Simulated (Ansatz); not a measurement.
# F on Ag(110): change of the work function, part 2 of 4

Aim: the work function of Ag(110) at several coverages of F (shortbridge site), and the dipole that each adsorbate carries.

Ansatz 0.2.0; plane-wave DFT, r2SCAN, Ansatz PAW (the session's first sound run).

So far, work function, upper face (eV): step 2 (the clean slab) 4.16.

### Step 3. Adsorbate added, k-mesh 4×5×1, coverage 0.25 ML

System of this step: Ag20F (F/Ag(110)). The cell holds 21 atoms: 20 Ag and 1 F. Cell: a = 8.180 Å, b = 5.784 Å, c = 25.124 Å, α = 90.0°, β = 90.0°, γ = 90.0°. Vacuum lies along c.

The clean slab as it ended is repeated in the plane and the adsorbate is set on one face; the cell's size fixes the coverage, and the k-mesh shrinks with it to keep the sampling density about even. Adsorbate and upper layers relax, since the dipole depends on the height.

Contents of input.yaml:

```yaml
crystal:
  lattice:
    - [8.18, 0.0, 0.0]
    - [0.0, 5.7841334702, 0.0]
    - [0.0, 0.0, 25.124299361]
  atoms:
    - { symbol: Ag, position: [0.0, 0.0, 0.3582189446] }
    - { symbol: Ag, position: [0.25, 0.25, 0.4157741165] }
    - { symbol: Ag, position: [0.0, 0.0, 0.4728105184] }
    - { symbol: Ag, position: [0.25, 0.25, 0.5330765094] }
    - { symbol: Ag, position: [0.0, 0.0, 0.5856419183] }
    - { symbol: Ag, position: [0.0, 0.5, 0.3582189446] }
    - { symbol: Ag, position: [0.25, 0.75, 0.4157741165] }
    - { symbol: Ag, position: [0.0, 0.5, 0.4728105184] }
    - { symbol: Ag, position: [0.25, 0.75, 0.5330765094] }
    - { symbol: Ag, position: [0.0, 0.5, 0.5856419183] }
    - { symbol: Ag, position: [0.5, 0.0, 0.3582189446] }
    - { symbol: Ag, position: [0.75, 0.25, 0.4157741165] }
    - { symbol: Ag, position: [0.5, 0.0, 0.4728105184] }
    - { symbol: Ag, position: [0.75, 0.25, 0.5330765094] }
    - { symbol: Ag, position: [0.5, 0.0, 0.5856419183] }
    - { symbol: Ag, position: [0.5, 0.5, 0.3582189446] }
    - { symbol: Ag, position: [0.75, 0.75, 0.4157741165] }
    - { symbol: Ag, position: [0.5, 0.5, 0.4728105184] }
    - { symbol: Ag, position: [0.75, 0.75, 0.5330765094] }
    - { symbol: Ag, position: [0.5, 0.5, 0.5856419183] }
    - { symbol: F, position: [0.0, 0.25, 0.6417810554] }
kpoints:
  mp_grid: { grid: [4, 5, 1] }
hamiltonian:
  xc: r2scan
scf:
  occupations: { method: fermi_dirac, width: 0.1 }
  convergence: { dr2_threshold: 1.0e-08 }
efield:
  axis: 3
  dipole_correction: true
  ramp_position: 0.97
  ramp_width: 0.06
relax:
  f_tol: 0.02
  max_steps: 60
  constraints: [{ sites: [0, 1, 5, 6, 10, 11, 15, 16] }]
output:
  bader: true
  dos: { projected: true, e_range: [-8, 4] }
  write_potential: true
  write_density: true
  volumetric_format: npy
  elf: true
```

The run is started by

```bash
> ansatz run input.yaml --threads 4 --pin off --max-ram 12288MiB --backend cpu --events-out ev --progress --plain --runs-dir out
```

Numbers of over 12 decimals in the logs are rounded to 6 here.

What it wrote:

```text
[...]
Crystal: 21 atoms, lattice volume = 1188.736 Å³
Basis set: ecut = 500 eV, 30199 PW (Γ), exchange–correlation on 240×180×768 points (64 copies of the dense FFT grid, shifted against one another)
Bands: 233, of which v1, the nominal top of the filled ones, is band 194 counted from 1 (193 counted from 0)
Symmetry: 4 space group operations
[...]
k-points: 9 of 20
[...]
SCF iter   1: F=—  HF=-152881.970305 eV  |F-HF|=—  |Δ(HF+E_count)|=         —  Δρ=6.57e-3  dr2=5.35e-1  dr2_τ=5.74e-2  ethr=1.77e-3  p=-0.268 e·Å  D=-4.08e-2 V/Å  ΔV_dip=1.03 eV  dr2_dipole=1.38e-2  V_vac-E_F(+/−)=5.11/4.08 eV  ⟨swp⟩=7.0  Hψ=8407  notcnv=0  defer=162
[...]
SCF iter  10: F=-152881.939185 eV  HF=-152881.939185 eV  |F-HF|=6.23e-9  |Δ(HF+E_count)|=   3.65e-8  Δρ=4.10e-7  dr2=1.96e-9  dr2_τ=1.35e-10  ethr=2.58e-12  p=-0.238 e·Å  D=-3.63e-2 V/Å  ΔV_dip=0.91 eV  dr2_dipole=8.15e-11  V_vac-E_F(+/−)=5.05/4.14 eV  ⟨swp⟩=19.6  Hψ=16012  notcnv=0
SCF 1 converged in 10 iterations: F = -152881.939185 eV  dr2 = 1.96e-9
[...]
relax step   1: F+E_penalty+E_count = -152881.93918481 eV  Δ(F+E_penalty+E_count) = +0.000e0 eV  max|allowed force component| = 2.428e0 eV/Å  Δτ_max = 0.0000 Å  (10 SCF iters, accepted)
[...]
SCF iter  10: F=-152882.195709 eV  HF=-152882.195709 eV  |F-HF|=4.34e-9  |Δ(HF+E_count)|=   1.82e-8  Δρ=5.10e-7  dr2=3.29e-9  dr2_τ=3.10e-10  ethr=2.58e-12  p=-0.291 e·Å  D=-4.43e-2 V/Å  ΔV_dip=1.11 eV  dr2_dipole=2.10e-10  V_vac-E_F(+/−)=5.26/4.14 eV  ⟨swp⟩=17.2  Hψ=14958  notcnv=0
SCF 2 converged in 10 iterations: F = -152882.195709 eV  dr2 = 3.29e-9
relax step   2: F+E_penalty+E_count = -152882.19570854 eV  Δ(F+E_penalty+E_count) = -2.565e-1 eV  max|allowed force component| = 6.417e-1 eV/Å  Δτ_max = 0.1826 Å  (10 SCF iters, accepted)
SCF iter   1: F=—  HF=-152881.995460 eV  |F-HF|=—  |Δ(HF+E_count)|=         —  Δρ=9.84e-4  dr2=2.00e-2  dr2_τ=4.41e-1  ethr=2.61e-5  p=-0.291 e·Å  D=-4.43e-2 V/Å  ΔV_dip=1.11 eV  dr2_dipole=2.93e-3  V_vac-E_F(+/−)=5.26/4.15 eV  ⟨swp⟩=3.0  Hψ=4626  notcnv=0  defer=211
[...]
SCF iter   9: F=-152882.222152 eV  HF=-152882.222152 eV  |F-HF|=4.60e-9  |Δ(HF+E_count)|=   6.69e-9  Δρ=3.84e-7  dr2=2.34e-9  dr2_τ=1.84e-10  ethr=2.58e-12  p=-0.317 e·Å  D=-4.82e-2 V/Å  ΔV_dip=1.21 eV  dr2_dipole=1.36e-10  V_vac-E_F(+/−)=5.36/4.15 eV  ⟨swp⟩=15.3  Hψ=14890  notcnv=0
SCF 3 converged in 9 iterations: F = -152882.222152 eV  dr2 = 2.34e-9
[...]
relax step   3: F+E_penalty+E_count = -152882.22215165 eV  Δ(F+E_penalty+E_count) = -2.644e-2 eV  max|allowed force component| = 1.811e-1 eV/Å  Δτ_max = 0.0290 Å  (9 SCF iters, accepted)
[...]
relax step   4: F+E_penalty+E_count = -152882.22589933 eV  Δ(F+E_penalty+E_count) = -3.748e-3 eV  max|allowed force component| = 2.206e-2 eV/Å  Δτ_max = 0.0336 Å  (8 SCF iters, accepted)
SCF iter   1: F=—  HF=-152882.222076 eV  |F-HF|=—  |Δ(HF+E_count)|=         —  Δρ=1.02e-4  dr2=1.34e-4  dr2_τ=6.47e-3  ethr=4.29e-7  p=-0.334 e·Å  D=-5.08e-2 V/Å  ΔV_dip=1.28 eV  dr2_dipole=5.81e-7  V_vac-E_F(+/−)=5.42/4.15 eV  ⟨swp⟩=2.7  Hψ=4307  notcnv=0  defer=5
[...]
SCF iter   7: F=-152882.226063 eV  HF=-152882.226063 eV  |F-HF|=2.74e-9  |Δ(HF+E_count)|=   8.35e-9  Δρ=7.09e-7  dr2=9.99e-9  dr2_τ=1.97e-10  ethr=2.58e-12  p=-0.333 e·Å  D=-5.06e-2 V/Å  ΔV_dip=1.27 eV  dr2_dipole=1.28e-9  V_vac-E_F(+/−)=5.42/4.15 eV  ⟨swp⟩=11.0  Hψ=14416  notcnv=0
SCF 5 converged in 7 iterations: F = -152882.226063 eV  dr2 = 9.99e-9
relax step   5: F+E_penalty+E_count = -152882.22606343 eV  Δ(F+E_penalty+E_count) = -1.641e-4 eV  max|allowed force component| = 3.173e-3 eV/Å  Δτ_max = 0.0034 Å  (7 SCF iters, accepted)
NSCF: frozen V_eff on 9 k-points
[...]
SCF iter   6: F=-152882.226063 eV  HF=-152882.226063 eV  |F-HF|=8.15e-10  |Δ(HF+E_count)|=   1.57e-9  Δρ=5.63e-8  dr2=1.29e-10  dr2_τ=2.41e-12  ethr=1.00e-12  p=-0.333 e·Å  D=-5.06e-2 V/Å  ΔV_dip=1.27 eV  dr2_dipole=3.78e-15  V_vac-E_F(+/−)=5.42/4.15 eV  ⟨swp⟩=7.1  Hψ=13033  notcnv=0
SCF 6 converged in 6 iterations: F = -152882.226063 eV  dr2 = 1.29e-10
[...]
SCF converged after 6 iterations
[...]
Free energy (F): -152882.226063 eV
[...]
Internal energy: -152882.009362 eV  (E = F + TS)
E sigma→0 (E₀):  -152882.117713 eV
Entropy (-TS):   -0.216701 eV (-10.319 meV/atom)
Fermi energy:    1.652654 eV
Dipole field:    D = -0.050617 V/Å  (p = -0.332521 e·Å, saw-weighted, corrected)
Work function:   Φ+ = 5.4182 eV   Φ− = 4.1465 eV
[...]
--- Forces (eV/Å), atoms counted from 1 ---
  atom   1  Ag     0.00000000    -0.00286146     0.30281074
  atom   2  Ag    -0.02917621     0.00000000    -0.25132778
  atom   3  Ag     0.00000000    -0.00017579     0.00314148
  atom   4  Ag     0.00085614     0.00000000    -0.00078438
  atom   5  Ag     0.00000000     0.00082316    -0.00131032
  atom   6  Ag     0.00000000     0.00286146     0.30281074
  atom   7  Ag    -0.01671225     0.00000000    -0.29304480
  atom   8  Ag     0.00000000     0.00017579     0.00314148
  atom   9  Ag    -0.00086119     0.00000000     0.00021236
  atom  10  Ag     0.00000000    -0.00082316    -0.00131032
  atom  11  Ag     0.00000000    -0.02630370     0.24084894
  atom  12  Ag     0.02917621     0.00000000    -0.25132778
  atom  13  Ag     0.00000000    -0.00023168    -0.00074546
  atom  14  Ag    -0.00085614     0.00000000    -0.00078438
  atom  15  Ag     0.00000000     0.00023111    -0.00004875
  atom  16  Ag     0.00000000     0.02630370     0.24084894
  atom  17  Ag     0.01671225     0.00000000    -0.29304480
  atom  18  Ag     0.00000000     0.00023168    -0.00074546
  atom  19  Ag     0.00086119     0.00000000     0.00021236
  atom  20  Ag     0.00000000    -0.00023111    -0.00004875
  atom  21  F      0.00000000     0.00000000     0.00048223
  max |Σ_I F_I| component: 1.37e-5 eV/Å
--- Band table (eV; the first three rows and the last of 9) ---
  k-point 0: bands = [... 190 lower, 0.5983, 1.4276, 1.4673, 2.0650, 2.3711, 2.4236, 2.4686, 2.5431, ... 35 higher]
  k-point 1: bands = [... 190 lower, 0.4403, 0.7321, 0.9027, 1.6023, 1.6698, 2.5151, 2.7505, 2.8255, ... 35 higher]
  k-point 2: bands = [... 190 lower, 0.4222, 0.5833, 0.7763, 1.1644, 1.6277, 1.6697, 2.2083, 2.6107, ... 35 higher]
  k-point 8: bands = [... 190 lower, 0.0224, 0.4774, 1.4390, 1.8368, 2.4160, 2.7850, 2.8654, 2.8926, ... 35 higher]
--- Relaxed structure (5 steps of the walk, 5 accepted, 0 SCFs on fresh bases) ---
  F+E_penalty+E_count = -152882.22606343 eV   max|allowed force component| = 3.173e-3 eV/Å
  atoms:
    - { symbol: Ag, position: [0.0, 0.0, 0.358219] }
    - { symbol: Ag, position: [0.25, 0.25, 0.415774] }
    - { symbol: Ag, position: [0.0, 0.000619985, 0.474884] }
    - { symbol: Ag, position: [0.251193, 0.25, 0.532244] }
    - { symbol: Ag, position: [0, -0.00972393, 0.589161] }
    - { symbol: Ag, position: [0.0, 0.5, 0.358219] }
    - { symbol: Ag, position: [0.25, 0.75, 0.415774] }
    - { symbol: Ag, position: [0, 0.499380, 0.474884] }
    - { symbol: Ag, position: [0.248228, 0.75, 0.533007] }
    - { symbol: Ag, position: [0, 0.509724, 0.589161] }
    - { symbol: Ag, position: [0.5, 0.0, 0.358219] }
    - { symbol: Ag, position: [0.75, 0.25, 0.415774] }
    - { symbol: Ag, position: [0.5, -0.00168211, 0.473175] }
    - { symbol: Ag, position: [0.748807, 0.25, 0.532244] }
    - { symbol: Ag, position: [0.5, -0.000442116, 0.586188] }
    - { symbol: Ag, position: [0.5, 0.5, 0.358219] }
    - { symbol: Ag, position: [0.75, 0.75, 0.415774] }
    - { symbol: Ag, position: [0.5, 0.501682, 0.473175] }
    - { symbol: Ag, position: [0.751772, 0.75, 0.533007] }
    - { symbol: Ag, position: [0.5, 0.500442, 0.586188] }
    - { symbol: F, position: [0.0, 0.25, 0.651324] }
--- Bader charges: 21 sites ---
  site symbol  charge [e]  shift [e]
     0     Ag     -0.0121     0.0000
     1     Ag      0.0011     0.0000
     2     Ag      0.0375     0.0000
     3     Ag      0.0235     0.0000
     4     Ag      0.2581     0.0003
     5     Ag     -0.0121     0.0000
     6     Ag     -0.0069     0.0000
     7     Ag      0.0375     0.0000
     8     Ag      0.0085     0.0000
     9     Ag      0.2581     0.0003
    10     Ag     -0.0174     0.0000
    11     Ag      0.0011     0.0000
    12     Ag      0.0374     0.0000
    13     Ag      0.0235     0.0000
    14     Ag      0.0249     0.0000
    15     Ag     -0.0174     0.0000
    16     Ag     -0.0069     0.0000
    17     Ag      0.0374     0.0000
    18     Ag      0.0085     0.0000
    19     Ag      0.0249     0.0000
    20      F     -0.7093     0.0007
  estimated error of the sums over rays = 3.3e-4 e
```

Wall time 19 min (4 threads of Arm Neoverse V1, shared host); peak memory 9.8 GiB.

This run has no spin polarisation although its electron count is odd.

Step by step:

```tsv
step	energy less that of the first step (eV)	largest force component (eV/Å)
1	0.0000	2.4282
2	-0.2565	0.6417
3	-0.2830	0.1811
4	-0.2867	0.0221
5	-0.2869	0.0032
```

The run keeps the 4 symmetry operations that it works with, so distortions that break them were not tested.

The atoms that moved most (Å):

```tsv
atom	dx	dy	dz	length
F21	0.000	0.000	0.240	0.240
Ag5	0.000	-0.056	0.088	0.105
Ag10	0.000	0.056	0.088	0.105
Ag3	0.000	0.004	0.052	0.052
Ag8	0.000	-0.004	0.052	0.052
Ag4	0.010	0.000	-0.021	0.023
Ag14	-0.010	0.000	-0.021	0.023
Ag9	-0.014	0.000	-0.002	0.015
```

Final coordinates:

```xyz
21
Lattice="8.1800 0.0000 0.0000 0.0000 5.7841 0.0000 0.0000 0.0000 25.1243" Properties=species:S:1:pos:R:3
Ag    0.0000    0.0000    9.0000
Ag    2.0450    1.4460   10.4460
Ag    0.0000    0.0036   11.9311
Ag    2.0548    1.4460   13.3722
Ag    0.0000   -0.0562   14.8023
Ag    0.0000    2.8921    9.0000
Ag    2.0450    4.3381   10.4460
Ag    0.0000    2.8885   11.9311
Ag    2.0305    4.3381   13.3914
Ag    0.0000    2.9483   14.8023
Ag    4.0900    0.0000    9.0000
Ag    6.1350    1.4460   10.4460
Ag    4.0900   -0.0097   11.8882
Ag    6.1252    1.4460   13.3722
Ag    4.0900   -0.0026   14.7276
Ag    4.0900    2.8921    9.0000
Ag    6.1350    4.3381   10.4460
Ag    4.0900    2.9018   11.8882
Ag    6.1495    4.3381   13.3914
Ag    4.0900    2.8946   14.7276
F     0.0000    1.4460   16.3641
```

Numbers from this step:

```
energy at zero smearing        : -152882.1177 eV
work function, upper face      : 5.418 eV
work function, lower face      : 4.147 eV
dipole along the normal        : -0.3325 e·Å
step between the vacuum levels : 1.272 eV
```

Running mean over 1.446 Å of the planar mean; the ramp of the sawtooth is left out. Electron's electrostatic potential energy less the Fermi level against z:

```tsv
z (Å)	electron's electrostatic potential energy less the Fermi level (eV)
3.5	4.15
4.0	4.15
4.5	4.15
5.0	4.14
5.5	4.14
6.0	4.12
6.5	4.07
7.0	3.87
7.5	3.11
8.0	0.780
8.5	-2.54
9.0	-4.96
9.5	-5.75
10.0	-5.93
10.5	-5.97
11.0	-5.96
11.5	-5.98
12.0	-5.97
12.5	-5.92
13.0	-5.95
13.5	-6.18
14.0	-6.26
14.5	-5.82
15.0	-4.04
15.5	-0.979
16.0	1.98
16.5	3.72
17.0	4.63
17.5	5.23
18.0	5.39
18.5	5.41
19.0	5.42
19.5	5.42
20.0	5.42
20.5	5.42
21.0	5.42
21.5	5.42
22.0	5.42
```

The density of states has structure finer than the step of the table below, so its rows give means over 0.25 eV, whole bins alone (the curve runs from -8 to 1.98 eV). Peaks (eV: height): -5.200: 132, -4.690: 109, -4.570: 97.0, -4.450: 105, -4.150: 92.3, -3.520: 98.2, -3.460: 100.

The density of states by energy, zero at the Fermi level; means over each step:

```tsv
energy (eV)	density of states (states/eV a cell)
-7.50	0
-7.25	0.550
-7.00	2.14
-6.75	2.47
-6.50	10.6
-6.25	51.9
-6.00	51.1
-5.75	46.2
-5.50	41.8
-5.25	72.7
-5.00	63.4
-4.75	71.3
-4.50	73.4
-4.25	62.4
-4.00	66.2
-3.75	65.6
-3.50	84.4
-3.25	59.1
-3.00	9.57
-2.75	8.56
-2.50	12.3
-2.25	6.52
-2.00	6.61
-1.75	3.57
-1.50	4.74
-1.25	4.42
-1.00	4.49
-0.75	6.29
-0.50	5.13
-0.25	5.14
0.00	5.81
0.25	6.25
0.50	5.88
0.75	5.10
1.00	5.73
1.25	7.67
1.50	4.48
1.75	5.44
```

Projected DOS per atom over height of the atomic layer and energy from the Fermi level. Layers: Ag4 Ag4 Ag4 Ag4 Ag4 F from below.

Ten even steps from '_' (0.00 states/eV) to '@' (4.81 states/eV), each cell a mean:
```
____________
____________
____________
____________
____________
____________
____________
____________
____________
________..==
________..++
======++**__
@@##++**##..
@@==**==%%::
%%******##::
**##++%%++==
==**==++==::
::**%%**::..
__--++--____
____________
____________
____________
```
Columns: height of the atomic layer (Å) from 9 to 16.4 (not evenly spaced); rows upwards: energy from the Fermi level (eV) from -7.96 to 1.95.

Electrostatic potential energy in the cb plane at fractional x = 0.000, with atoms of Ag and F within 0.2 Å of it. With pseudopotentials it is smooth inside the atoms' cores, unlike the true potential.

Values in eV, 8 rows by 16 columns, each cell a mean:
```
 -5 -30  -7  -7 -31  -5 -11 -31  -2   6   7   7   7   7   7   7
  3  -2   3   3  -3   3   2  -4   4   6   7   7   7   7   7   7
  2  -9   2   1  -9   2   0 -10   3   6   7   7   7   7   7   7
 -8 -35  -9 -10 -35  -8 -14 -35  -4   7   7   7   7   7   7   7
 -5 -30  -7  -7 -31  -5  -9 -28  -2   7   8   7   7   7   7   7
  4  -2   3   3  -3   3   3  -1 -21 -11   8   7   7   7   7   7
  2  -9   2   1  -9   2   1  -6 -14  -5   8   7   7   7   7   7
 -8 -35  -9 -10 -35  -8 -13 -33  -3   7   7   7   7   7   7   7
```
Columns run along c (16.0 Å, from fractional 0.30 to 0.94 of the cell; values clipped at the 3rd and 97th percentile), rows up along b (5.8 Å). Atoms in or near the plane, at fractional coordinates: Ag at (0.36, 0.00), Ag at (0.47, 0.00), Ag at (0.59, 0.99), Ag at (0.36, 0.50), Ag at (0.47, 0.50), Ag at (0.59, 0.51), F at (0.65, 0.25).

Valence density in the cb plane at fractional x = 0.000, with atoms of Ag and F within 0.2 Å of it. It is the smooth field of the valence electrons, not physical close to the nuclei.

Ten steps, logarithmic in the rise over the least value, from '0' (0 e/Å³) to '9' (18 e/Å³), each cell a mean:
```
13699742136898521379984100000000000000000000
02466521124665311246752100000000000000000000
01123211011232111123321000000000000000000000
00111110001111100111110000000000000000000000
01123211011232111123321000000000000000000000
02466521124665311247763100000000000000000000
13699742136898521379984100000000000000000000
13799852136998521379984100000000000000000000
02588631125787411257863221000000000000000000
01344321112443211124433454200000000000000000
00112110011121100011114787410000000000000000
00112110011121100011114787410000000000000000
01344321112443211123433454200000000000000000
02588631125787411257763221000000000000000000
13799852137998521379984100000000000000000000
```
Columns run along c (16.0 Å, from fractional 0.30 to 0.94 of the cell), rows up along b (5.8 Å). Atoms in or near the plane, at fractional coordinates: Ag at (0.36, 0.00), Ag at (0.47, 0.00), Ag at (0.59, 0.99), Ag at (0.36, 0.50), Ag at (0.47, 0.50), Ag at (0.59, 0.51), F at (0.65, 0.25).

ELF in the cb plane at fractional x = 0.000, with atoms of Ag and F within 0.2 Å of it. It is the smooth field of the valence electrons, not physical close to the nuclei.

Ten even steps from '0' (0.00) to '9' (0.81), each cell a mean:
```
23688742125887422368974200000000000000000000
12456422123564212246653110000000000000000000
11222221112222112223322100000000000000000000
11111221111111112222211100000000000000000000
11222221112222112223322100000000000000000000
12456422123565212246653110000000000000000000
23688742125887422368974100000000000000000000
23699742136897421368974111100000000000000000
13577632125776321256752255420000000000000000
12344321112443211123323899741000000000000000
11222221111222111111117879952000000000000000
11222221111222111111117879952000000000000000
12344321112443211123313899741000000000000000
13577632125776321256752255420000000000000000
23699742136997521368974101100000000000000000
```
Columns run along c (16.0 Å, from fractional 0.30 to 0.94 of the cell), rows up along b (5.8 Å). Atoms in or near the plane, at fractional coordinates: Ag at (0.36, 0.00), Ag at (0.47, 0.00), Ag at (0.59, 0.99), Ag at (0.36, 0.50), Ag at (0.47, 0.50), Ag at (0.59, 0.51), F at (0.65, 0.25).

The relaxation took 5 steps and lowered the energy by 0.29 eV; the largest force on the free atoms ends at 0.0032 eV/Å.

By hand: a sheet of dipoles makes a step −p/(ε₀A) in the electron's potential. With e/ε₀ = 180.95 V·Å, p = -0.3325 e·Å and A = 47.31 Å², that is −180.95 × (-0.3325) / 47.31 = +1.272 eV, and the two vacuum levels of the run differ by +1.272 eV.

The covered face has 5.42 eV, +1.25 eV against the clean one; the bare back face has moved by +0.02 eV, a measure of how thin the slab is.

[end of part 2 of 4]

[Logs are printed without paths, hosts, clocks, repeated set-up lines and the standing remarks that a program may print on its own settings, such as how far it seeks lower states.]

[Hosts, paths, dates, database ids (printed as entryN), source tags and the programs' standing remarks are cut or masked in the printed files.]

[Maps of the electrostatic potential energy from Ansatz leave out the sawtooth potential of an applied field or a dipole correction, so their vacuum need not be flat; planar profiles and work functions include it.]
